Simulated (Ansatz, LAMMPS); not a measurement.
# Molecular dynamics of glassy 72P2O5-17MgO-6Fe2O3-6ZrO2 (mol %) (105 atoms)

Aim: follow glassy 72P2O5-17MgO-6Fe2O3-6ZrO2 (mol %) (105 atoms) for a short time with forces from DFT, then look at structure and electrons in the last frame.

Method: Kohn-Sham DFT, PBE, PAW (set soft_2), plane waves, in Ansatz 0.2.0.

### Step 1. Starting point

The cell holds 105 atoms: 26 P, 3 Mg, 2 Fe, 1 Zr and 73 O. Its edges and angles: a = 11.255 Å, b = 11.255 Å, c = 11.255 Å, α = 90.0°, β = 90.0°, γ = 90.0°. 105 atoms (26 P, 3 Mg, 2 Fe, 1 Zr, 73 O) placed at random at 2.56 g/cm³, melted at 4000 K for 10 ps at fixed volume with the Morse and Coulomb pair potential with partial charges (Pedone, Malavasi, Menziani, Cormack and Segre, J. Phys. Chem. B 110, 11780 (2006)). Quenched from 4000 K to 300 K at 10 K/ps and fixed volume, held 10 ps at zero pressure.

What the set-up can't give: The quench rate of 10 K/ps is many orders above laboratory rates, so the cell is likely richer in defects and strain than a real sample. The starting topology of bonds comes from the classical model. Without a Hubbard term or exact exchange, open shells on Fe are likely too delocalised. The Brillouin zone is sampled at Γ only, in a cell whose shortest periodic width is 11 Å.

### Step 2. Dynamics started at 300 K

A Nosé–Hoover thermostat steers the temperature while disturbing the dynamics little. The time step is 1.0 fs.

The input, input.yaml:

```yaml
crystal:
  lattice:
    - [11.25485, 0.0, 0.0]
    - [0.0, 11.25485, 0.0]
    - [0.0, 0.0, 11.25485]
  atoms:
    - { symbol: P, position: [0.39222, 0.56756, 0.3207] }
    - { symbol: P, position: [0.99828, 0.98853, 0.09734] }
    - { symbol: P, position: [0.21264, 0.11238, 0.71406] }
    - { symbol: P, position: [0.75555, 0.30847, 0.17375] }
    [... 95 atom lines left out ...]
    - { symbol: O, position: [0.08377, 0.28249, 0.28017] }
    - { symbol: O, position: [0.3168, 0.47129, 0.26651] }
    - { symbol: O, position: [0.91052, 0.02962, 0.78262] }
    - { symbol: O, position: [0.72719, 0.99322, 0.5815] }
    - { symbol: O, position: [0.42232, 0.63448, 0.69482] }
    - { symbol: O, position: [0.17308, 0.72415, 0.68227] }
magnetization:
  spin_polarized: true
kpoints:
  mp_grid: { grid: [1, 1, 1] }
hamiltonian:
  xc: pbe
scf:
  occupations: { method: gaussian, width: 0.05 }
output:
  forces: true
  stress: true
md:
  timestep: 1.0
  n_steps: 86
  ensemble: nvt_nose_hoover
  temperature: 300
  initial_velocities: maxwell_boltzmann
  seed: 2062
```

On the command line:

```sh
$ ansatz run input.yaml --threads 8 --pin off --max-ram 15872MiB --backend cpu --events-out ev --progress --plain --runs-dir out
```

Wall time 11 min (8 threads of Intel Xeon Platinum 8488C (Sapphire Rapids), shared host); peak memory 3.9 GiB; 82 min of CPU time.

The program notes that the SCF threshold is loose for the stress and it switched symmetry off.

The trajectory, sampled:

```tsv
time (fs)	T (K)	potential (meV/atom)	conserved (meV/atom)
0.0	300	0.0	0.00
6.0	431	-16.8	-0.07
11.0	588	-37.2	-0.13
17.0	601	-39.5	-0.08
23.0	542	-33.2	-0.10
29.0	409	-17.3	-0.03
34.0	407	-18.1	-0.03
40.0	544	-37.2	-0.13
46.0	563	-41.5	-0.07
52.0	590	-47.1	-0.13
57.0	533	-41.5	-0.09
63.0	491	-37.9	-0.07
69.0	541	-45.9	-0.13
75.0	535	-46.7	-0.08
80.0	572	-52.9	-0.12
86.0	556	-52.7	-0.11
```

Mean square displacement from the first frame to the last: P 0.050 Å², Mg 0.18 Å², Fe 0.056 Å², Zr 0.023 Å², O 0.12 Å².

The mean square displacement by time lag:

```tsv
time lag (fs)	Fe (Å²)	Mg (Å²)	O (Å²)	P (Å²)	Zr (Å²)
1.0	1.9e-5	5.9e-5	7.7e-5	4.7e-5	7.6e-6
2.0	7.6e-5	2.4e-4	3.1e-4	1.9e-4	3.0e-5
4.0	3.1e-4	9.5e-4	0.00122	7.5e-4	1.2e-4
6.0	6.9e-4	0.00215	0.00270	0.00165	2.7e-4
8.0	0.00123	0.00383	0.00469	0.00286	4.9e-4
9.0	0.00156	0.00484	0.00585	0.00356	6.1e-4
11.0	0.00232	0.00723	0.00845	0.00510	9.1e-4
13.0	0.00322	0.0101	0.0113	0.00678	0.00127
15.0	0.00425	0.0134	0.0145	0.00854	0.00168
16.0	0.00481	0.0152	0.0161	0.00943	0.00190
18.0	0.00600	0.0192	0.0194	0.0112	0.00239
20.0	0.00729	0.0236	0.0227	0.0129	0.00292
22.0	0.00866	0.0284	0.0261	0.0146	0.00349
23.0	0.00937	0.0309	0.0278	0.0154	0.00379
25.0	0.0108	0.0363	0.0311	0.0169	0.00442
27.0	0.0123	0.0420	0.0344	0.0183	0.00507
29.0	0.0139	0.0480	0.0376	0.0196	0.00576
30.0	0.0147	0.0512	0.0392	0.0203	0.00611
32.0	0.0162	0.0577	0.0423	0.0214	0.00682
34.0	0.0178	0.0644	0.0454	0.0225	0.00755
36.0	0.0194	0.0714	0.0483	0.0235	0.00828
37.0	0.0202	0.0750	0.0498	0.0239	0.00865
39.0	0.0218	0.0823	0.0527	0.0247	0.00939
41.0	0.0234	0.0897	0.0554	0.0253	0.0101
43.0	0.0250	0.0972	0.0581	0.0259	0.0109
```

Over the second half of 86 fs the temperature averages 548 K with swings of 30 K r.m.s. The conserved energy stays within 0.14 meV/atom. From first frame to last Mg has the largest mean square displacement, 0.18 Å² at the end; the farthest move is 0.63 Å. The mean temperature of 548 K lies well off the 300 K of the input, so the thermostat hasn't yet brought the run to equilibrium. The count of bonds goes from 138 in the first frame to 138 in the last, by one set of cutoffs: 2 pairs passed out of them and 2 came within. The run spans 0.09 ps, too short for its means to be equilibrium values.

### Step 3. Distances and neighbours late in the run

The g(r) is a mean over the second half; what follows it is taken at the last frame.

Density 2.62 g/cm³, 13.58 Å³ an atom.

Mean of 16 frames. g(r), total and by pair (bins of 0.2 Å):

```tsv
r (Å)	total	O-O	O-P	O-Mg	O-Fe	O-Zr	P-P
1.40	0.99	0.00	2.89	0.00	0.00	0.00	0.00
1.60	3.19	0.00	9.23	0.00	0.00	0.00	0.00
1.80	0.35	0.00	0.69	0.97	2.84	0.00	0.00
2.00	0.37	0.00	0.08	3.92	3.57	7.15	0.00
2.20	0.28	0.09	0.04	2.71	2.50	3.56	0.00
2.40	1.11	2.15	0.08	0.35	1.24	0.00	0.00
2.60	1.68	3.38	0.05	0.31	0.33	0.00	0.00
2.80	0.51	0.99	0.03	0.08	0.22	0.00	0.24
3.00	0.76	1.00	0.29	0.35	0.00	0.00	2.50
3.20	0.87	0.80	0.59	0.31	0.00	0.00	2.88
3.40	0.76	0.66	0.86	0.69	0.53	0.08	0.26
3.60	0.93	0.58	1.44	0.73	0.61	1.50	0.20
3.80	1.03	0.53	1.90	1.24	0.62	0.82	0.45
4.00	1.23	0.78	2.05	0.93	0.71	0.91	1.12
4.20	1.12	1.04	1.29	0.90	1.82	1.78	0.76
4.40	1.06	1.05	0.84	1.80	2.24	1.92	1.42
4.60	1.13	1.31	0.73	1.60	1.14	2.08	1.60
4.80	1.12	1.36	0.74	1.54	1.38	0.83	1.07
5.00	1.00	1.27	0.59	0.90	0.80	0.52	1.36
5.20	1.09	1.14	0.99	0.84	0.56	0.83	1.47
5.40	0.96	0.86	1.13	0.77	0.39	0.50	1.05
```

Bonds by pair of elements; cutoffs follow the first minimum of g(r), held within bounds set by covalent radii, and pairs that aren't listed don't count as bonded:

```tsv
pair A-B	cutoff (Å)	bonds	mean length (Å)	spread (Å)	shortest (Å)	B about A	A about B
O-P	2.11	107	1.59	0.089	1.42	1.47	4.12
O-Mg	2.48	14	2.10	0.17	1.85	0.192	4.67
O-Fe	2.63	11	2.09	0.18	1.85	0.151	5.5
O-Zr	2.82	6	2.10	0.049	2.02	0.082	6
```

How many atoms have how many bonded neighbours:

```tsv
element	mean	1	2	3	4	5	6
Fe	5.5	0	0	0	0	1	1
Mg	4.67	0	0	0	1	2	0
O	1.89	10	61	2	0	0	0
P	4.12	0	0	0	24	1	1
Zr	6	0	0	0	0	0	1
```

Bond angles, per cent of each kind in bins of 5°:

```tsv
angle (°)	O-P-O	P-O-P	O-Mg-O	O-Fe-O	O-Zr-O
70–75	0.0	0.0	3.9	0.0	0.0
75–80	1.2	0.0	11.5	8.0	6.7
80–85	0.6	0.0	7.7	8.0	0.0
85–90	4.1	0.0	3.9	24.0	33.3
90–95	4.1	0.0	15.4	24.0	20.0
95–100	10.7	0.0	15.4	8.0	13.3
100–105	19.5	0.0	0.0	0.0	6.7
105–110	20.1	0.0	7.7	4.0	0.0
110–115	18.9	0.0	3.9	0.0	0.0
115–120	6.5	5.9	7.7	4.0	0.0
120–125	5.9	2.9	0.0	0.0	0.0
125–130	4.7	0.0	0.0	0.0	0.0
130–135	0.0	8.8	7.7	0.0	0.0
135–140	1.2	8.8	0.0	0.0	0.0
140–145	0.0	14.7	0.0	0.0	0.0
145–150	0.0	35.3	7.7	0.0	0.0
150–155	0.0	2.9	0.0	4.0	0.0
155–160	0.6	2.9	0.0	4.0	0.0
160–165	0.0	8.8	0.0	4.0	6.7
165–170	0.6	8.8	7.7	0.0	0.0
170–175	1.2	0.0	0.0	4.0	13.3
175–180	0.0	0.0	0.0	4.0	0.0
```

Bond angles (no mean is given where the spread exceeds 20°):

```tsv
angle	count	mean (°)	spread (°)
O-P-O	169	109	13.9
P-O-P	34	146	12.4
O-Mg-O	26	-	-
O-Fe-O	25	-	-
O-Zr-O	15	-	-
```

Oxygen atoms by the number of network formers (Si, P, Ge, B, Al, As, Ga) bound to them:

```tsv
network formers bound to O	O atoms	per cent
0	0	0
1	39	53.4
2	34	46.6
```

Network units: each former by its oxygen neighbours and how many of them bridge to another former:

```tsv
former	O neighbours	bridging O	atoms
P	4	1	2
P	4	2	11
P	4	3	9
P	4	4	2
P	5	3	1
P	6	6	1
```

Bond length by coordination (bonds to H left out):

```tsv
element	coordination	atoms	mean bond length (Å)
Fe	5	1	2.02
Fe	6	1	2.14
Mg	4	1	1.98
Mg	5	2	2.15
O	1	10	1.48
O	2	61	1.71
O	3	2	1.98
P	4	24	1.58
P	5	1	1.66
P	6	1	1.70
```

Rings of the network by King's shortest-path rule, up to 12 atoms, one path for each pair of neighbours; H, halogens, alkali and alkaline-earth atoms are left out, and the last column divides by all other atoms, bonded or not:

```tsv
ring size (atoms)	rings	per network atom
8	8	0.078
10	5	0.049
12	14	0.137
```

First main peaks of g(r), for some of the pairs, lie near 2.5 Å (O-O), 1.6 Å (O-P), 2.1 Å (O-Mg), 1.9 Å (O-Fe), 2.1 Å (O-Zr) and 3.1 Å (P-P). With the cutoffs above, 50 % of Fe atoms have 5 and as many 6, 67 % of Mg atoms have 5, 84 % of O atoms have 2 and 92 % of P atoms have 4 bonded neighbours. The O-P-O angle averages 109° with a spread of 14°. Counting bonds to P alone, not to Fe and Zr, 47 % of the oxygens join two of these atoms and 53 % one. The commonest P unit has 4 oxygens, 2 of them shared with other formers (11 of 26 atoms). Rings of 12 atoms are the most common (52 % of those counted); sizes run from 8 to 12, where the search stops.

### Step 4. Single point at the last frame

The last frame is solved again with fuller output, to read the electronic structure of a thermally displaced geometry.

The input, input.yaml:

```yaml
crystal:
  lattice:
    - [11.25485, 0.0, 0.0]
    - [0.0, 11.25485, 0.0]
    - [0.0, 0.0, 11.25485]
  atoms:
    - { symbol: P, position: [0.38643, 0.56283, 0.33141] }
    - { symbol: P, position: [0.00185, 0.97531, 0.08298] }
    - { symbol: P, position: [0.18979, 0.11684, 0.67653] }
    - { symbol: P, position: [0.75622, 0.31193, 0.17906] }
    [... 95 atom lines left out ...]
    - { symbol: O, position: [0.08588, 0.29773, 0.28646] }
    - { symbol: O, position: [0.31546, 0.46749, 0.27325] }
    - { symbol: O, position: [0.91875, 0.03266, 0.77397] }
    - { symbol: O, position: [0.70101, 0.98103, 0.61937] }
    - { symbol: O, position: [0.41812, 0.62131, 0.71061] }
    - { symbol: O, position: [0.15486, 0.70354, 0.67195] }
magnetization:
  spin_polarized: true
kpoints:
  mp_grid: { grid: [1, 1, 1] }
hamiltonian:
  xc: pbe
scf:
  occupations: { method: gaussian, width: 0.05 }
output:
  forces: true
  stress: true
  populations: true
  dos:
    method: { smearing: { sigma: 0.15 } }
    de: 0.1
    projected: { site_lists: { Fe: [Fe], Mg: [Mg], O: [O], P: [P], Zr: [Zr] } }
  eigenvalues: true
  write_density: true
  write_potential: true
  volumetric_format: npy
```

Elapsed: 29 s, on 8 threads; peak memory 3.6 GiB.

The program notes that the stability of the SCF solution was not settled and the exchange-correlation potential is rough where the density is thin.

Read from the output:

```
free energy                                      : -80010.9953 eV
free energy per atom                             : -762.0095 eV/atom
SCF cycles                                       : 21
pressure                                         : -3.185 GPa
r.m.s. force component                           : 0.9986 eV/Å
longest force                                    : 4.415 eV/Å
Fermi energy                                     : 3.617 eV
gap (highest filled to lowest empty level) : 0.2316 eV
total moment                                     : -9.999 μB
absolute moment                                  : 10.12 μB
spilling of the projection                       : 0.01595
```

Neighbours are counted within 2.11 Å (O-P), 2.48 Å (O-Mg), 2.63 Å (O-Fe), 2.82 Å (O-Zr), the cutoffs taken from the dynamics.

Length of the force by element and coordination:

```tsv
element	coordination	atoms	mean length of the force (eV/Å)	spread	least	most
Fe	all	2	0.679	0.335	0.344	1.01
Fe	5	1	1.01	0	1.01	1.01
Fe	6	1	0.344	0	0.344	0.344
Mg	all	3	1.15	0.734	0.496	2.18
Mg	4	1	2.18	0	2.18	2.18
Mg	5	2	0.642	0.147	0.496	0.789
O	all	73	1.30	0.706	0.314	3.81
O	1	10	1.44	0.589	0.567	2.26
O	2	61	1.27	0.721	0.314	3.81
O	3	2	1.41	0.658	0.748	2.06
P	all	26	2.18	0.967	0.733	4.42
P	4	24	2.20	1.00	0.733	4.42
P	5	1	2.18	0	2.18	2.18
P	6	1	1.65	0	1.65	1.65
Zr	all	1	0.769	0	0.769	0.769
```

Löwdin charges by element and coordination (they lack the spilled electrons, 0.097 e an atom on average):

```tsv
element	coordination	atoms	mean charge (e)	spread	least	most
Fe	all	2	1.60	0.0091	1.59	1.61
Fe	5	1	1.61	0	1.61	1.61
Fe	6	1	1.59	0	1.59	1.59
Mg	all	3	1.65	0.0081	1.65	1.66
Mg	4	1	1.66	0	1.66	1.66
Mg	5	2	1.65	1.0e-4	1.65	1.65
O	all	73	-0.766	0.0699	-0.991	-0.656
O	1	10	-0.809	0.0315	-0.853	-0.751
O	2	61	-0.752	0.0631	-0.916	-0.656
O	3	2	-0.955	0.0361	-0.991	-0.918
P	all	26	2.17	0.0451	2.09	2.25
P	4	24	2.17	0.0465	2.09	2.25
P	5	1	2.15	0	2.15	2.15
P	6	1	2.14	0	2.14	2.14
Zr	all	1	1.63	0	1.63	1.63
```

Magnetic moments by element and coordination:

```tsv
element	coordination	atoms	mean moment (μB)	spread	least	most
Fe	all	2	-3.67	0.0311	-3.70	-3.64
Fe	5	1	-3.70	0	-3.70	-3.70
Fe	6	1	-3.64	0	-3.64	-3.64
Mg	all	3	0	0	0	0
Mg	4	1	0	0	0	0
Mg	5	2	0	0	0	0
O	all	73	-0.0167	0.0401	-0.238	-1.0e-4
O	1	10	-0.0055	0.0078	-0.0274	-4.0e-4
O	2	61	-0.019	0.0433	-0.238	-1.0e-4
O	3	2	-0.0015	0	-0.0015	-0.0015
P	all	26	-0.0014	0.0016	-0.0046	1.0e-4
P	4	24	-0.0013	0.0016	-0.0046	1.0e-4
P	5	1	-0.0035	0	-0.0035	-0.0035
P	6	1	-3.0e-4	0	-3.0e-4	-3.0e-4
Zr	all	1	-0.0015	0	-0.0015	-0.0015
```

States in the cell by windows of 1 eV, zero at the Fermi level; the larger projections on atomic orbitals stand beside the total:

```tsv
from (eV)	to (eV)	total up	total down	O p	P p	O s	Fe d
-14	-13	2.2	2.2	2.5	0.5	0.5	0.0
-13	-12	3.9	3.9	4.5	1.0	0.9	0.0
-12	-11	5.5	5.7	6.8	1.8	1.1	0.0
-11	-10	6.3	6.2	7.8	2.3	1.1	0.0
-10	-9	8.0	8.1	10.5	3.7	0.8	0.0
-9	-8	7.6	8.0	10.3	2.7	1.1	0.2
-8	-7	10.3	11.9	15.0	2.7	2.1	0.7
-7	-6	17.7	17.1	25.5	3.7	3.2	0.8
-6	-5	22.8	23.9	36.6	3.7	3.1	1.5
-5	-4	30.4	33.5	52.4	3.2	2.6	3.4
-4	-3	33.5	33.9	58.9	2.7	1.8	2.0
-3	-2	36.4	37.9	67.6	1.9	1.2	1.7
-2	-1	21.6	23.0	41.0	1.0	0.4	1.2
-1	0	12.0	12.6	22.9	0.5	0.1	0.6
0	1	6.4	0.1	1.2	0.1	0.1	5.1
1	2	3.2	0.0	0.6	0.0	0.1	2.3
2	3	1.5	1.3	0.4	0.2	0.4	0.2
3	4	5.4	5.4	1.9	1.3	0.9	0.0
4	5	6.5	6.5	2.5	2.4	2.0	0.0
```

Between -26 and -14 eV lie 148 more states.

The stored curve holds about 594 of the 642 electrons; the rest, give or take the few that broadening carries across the Fermi level, lie in deeper levels below its range.

The levels nearest the highest filled one (over half full), pooled over k-points and spins:

```tsv
level less the highest filled one (eV)	occupation
-0.341	1
-0.340	1
-0.222	1
-0.216	1
-0.0019	1
0	1
0.232	0.001
0.454	0
0.537	0
0.646	0
0.928	0
0.999	0
```

Mean Löwdin charges: Fe +1.60, Mg +1.65, O -0.77, P +2.17, Zr +1.63 e (they miss 1.6 % of the electrons, so they add up to more than the cell's charge). The cell holds a total moment of -10.00 μB; no search proves this magnetic order the lowest. Just under the Fermi level the largest share is O p (93 % of the projected weight), just over it Fe d (77 % of the projected weight).

### Step 5. What came out

```
mean temperature, second half                                : 547.6 K
temperature swing, second half                               : 29.52 K
mean pressure, second half                                   : -0.2541 GPa
slope of the conserved energy against time, by least squares : -0.6215 meV/atom/ps
free energy per atom                                         : -762.0095 eV/atom
pressure                                                     : -3.185 GPa
r.m.s. force component                                       : 0.9986 eV/Å
gap (highest filled to lowest empty level)             : 0.2316 eV
wall time of the 2 DFT runs                                  : 12 min
```

What this shows: Over the second half of 86 fs the temperature averages 548 K with swings of 30 K r.m.s. The conserved energy stays within 0.14 meV/atom. The mean temperature of 548 K lies well off the 300 K of the input, so the thermostat hasn't yet brought the run to equilibrium. The count of bonds goes from 138 in the first frame to 138 in the last, by one set of cutoffs: 2 pairs passed out of them and 2 came within. The run spans 0.09 ps, too short for its means to be equilibrium values. With the cutoffs above, 50 % of Fe atoms have 5 and as many 6, 67 % of Mg atoms have 5, 84 % of O atoms have 2 and 92 % of P atoms have 4 bonded neighbours. Counting bonds to P alone, not to Fe and Zr, 47 % of the oxygens join two of these atoms and 53 % one.

Between filled and empty levels lie 0.232 eV (at Γ alone); a semilocal functional tends to put such gaps too low. In a disordered cell it changes from sample to sample, and tail or defect levels can set it. The cell holds a total moment of -10.00 μB; no search proves this magnetic order the lowest.

What to keep in mind: The starting topology of bonds comes from the classical model; in DFT 2 of its 138 bonded pairs passed out of the cutoffs and 2 came within them. The run was spin polarised, started with 2 parallel moments, ending at -10.0 μB in the cell; that starting order needn't be the real material's, and it bears on forces, charges and levels. With open d shells in the cell, the gap can be one between d levels of these ions, not the gap of the host. The pressure of -3.2 GPa is that of one thermal frame at a volume set beforehand, without the kinetic term.

[Logs are printed without paths, hosts, clocks, repeated set-up lines and the standing remarks that a program may print on its own settings, such as how far it seeks lower states.]

[Hosts, paths, dates, database ids (printed as entryN), source tags and the programs' standing remarks are cut or masked in the printed files.]
